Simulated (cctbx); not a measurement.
# Reading a Patterson map

Space group Pm-3n (no. 223), a = 10.5220 Å, b = 10.5220 Å, c = 10.5220 Å, α = 90.00°, β = 90.00°, γ = 90.00°, content Pb26 Ir8 Ce6.

Simulated single-crystal data (cctbx): Mo Kα, λ = 0.71073 Å, to d = 0.6 Å, 95 % of the full sphere, strongest reflection 70000 counts, noise from counting, a 2 % proportional error and a noise floor of 2 counts (s.d.); no absorption.

Patterson synthesis from sharpened amplitudes, origin scaled to 1000:

```text
Patterson group P m -3 m
      u       v       w   height  length (A)
  0.000   0.000   0.000   1000.0     0.00
  0.500   0.500   0.500    268.4     9.11
  0.000   0.000   0.500    200.1     5.26
  0.000   0.500   0.500    198.1     7.44
  0.249   0.249   0.249    115.1     4.54
  0.356   0.356   0.500    113.3     7.47
  0.000   0.000   0.286    110.5     3.01
  0.191   0.191   0.500    110.5     5.98
  0.000   0.000   0.378     99.2     3.98
  0.201   0.201   0.201     90.3     3.66
  0.249   0.249   0.500     85.6     6.44
  0.155   0.155   0.310     67.4     4.00
  0.191   0.361   0.500     66.4     6.79
  0.000   0.251   0.251     64.4     3.74
```

Q: Assign the vectors.

A peak at u stands for all pairs with xi − xj = u, with weight Σ ZiZj against Σ Z² = 242440 at the origin. Peak heights follow these weights only roughly, since form factors, motion and series ripples differ, all vectors within 0.55 Å of a peak are counted as merged into it though the farther ones add only part of their weight, and F(000) is left out, which lowers the whole map:

| u | v | w | shortest length (Å) | height | 1000 ΣZiZj/ΣZ² | pairs in the cell |
| --- | --- | --- | --- | --- | --- | --- |
| 0.500 | 0.500 | 0.500 | 9.11 | 268 | 251 | 8 × Ir–Ir, 2 × Pb–Pb |
| 0.000 | 0.000 | 0.500 | 5.26 | 200 | 223 | 8 × Ir–Ir, 2 × Ce–Ce |
| 0.000 | 0.500 | 0.500 | 7.44 | 198 | 196 | 8 × Ir–Ir |
| 0.249 | 0.249 | 0.249 | 4.54 | 115 | 104 | 4 × Pb–Ir |
| 0.356 | 0.356 | 0.500 | 7.47 | 113 | 166 | 6 × Pb–Pb |
| 0.000 | 0.000 | 0.286 | 3.01 | 110 | 111 | 4 × Pb–Pb |
| 0.191 | 0.191 | 0.500 | 5.98 | 110 | 111 | 4 × Pb–Pb |
| 0.000 | 0.000 | 0.378 | 3.98 | 99 | 111 | 4 × Pb–Pb |
| 0.201 | 0.201 | 0.201 | 3.66 | 90 | 166 | 6 × Pb–Pb |
| 0.249 | 0.249 | 0.500 | 6.43 | 86 | 101 | 4 × Ir–Ce, 2 × Ce–Ce |

The table stops at ten peaks or at a height of 45, below which ripples compete. In the model behind the data Pb, the heaviest element, has 2 independent sites: (0, 0.8589, 0.6894) and (0, 0, 0), up to an allowed shift of origin; the Pb–Pb vectors are differences of these positions and their symmetry mates. Elements of similar Z can't be told apart from the map alone. The whole model:

```csv
atom,mult.,x,y,z,Ueq (Å²)
Pb1,24,0,0.8589,0.6894,0.0141
Pb2,2,0,0,0,0.0116
Ir1,8,3/4,3/4,3/4,0.0145
Ce1,6,1/4,0,1/2,0.0191
```

The model is made up (kin elements in a known structure type, no relaxation), so it says nothing on whether the phase exists.

[Logs are printed without paths, hosts, clocks, repeated set-up lines and the standing remarks that a program may print on its own settings, such as how far it seeks lower states.]
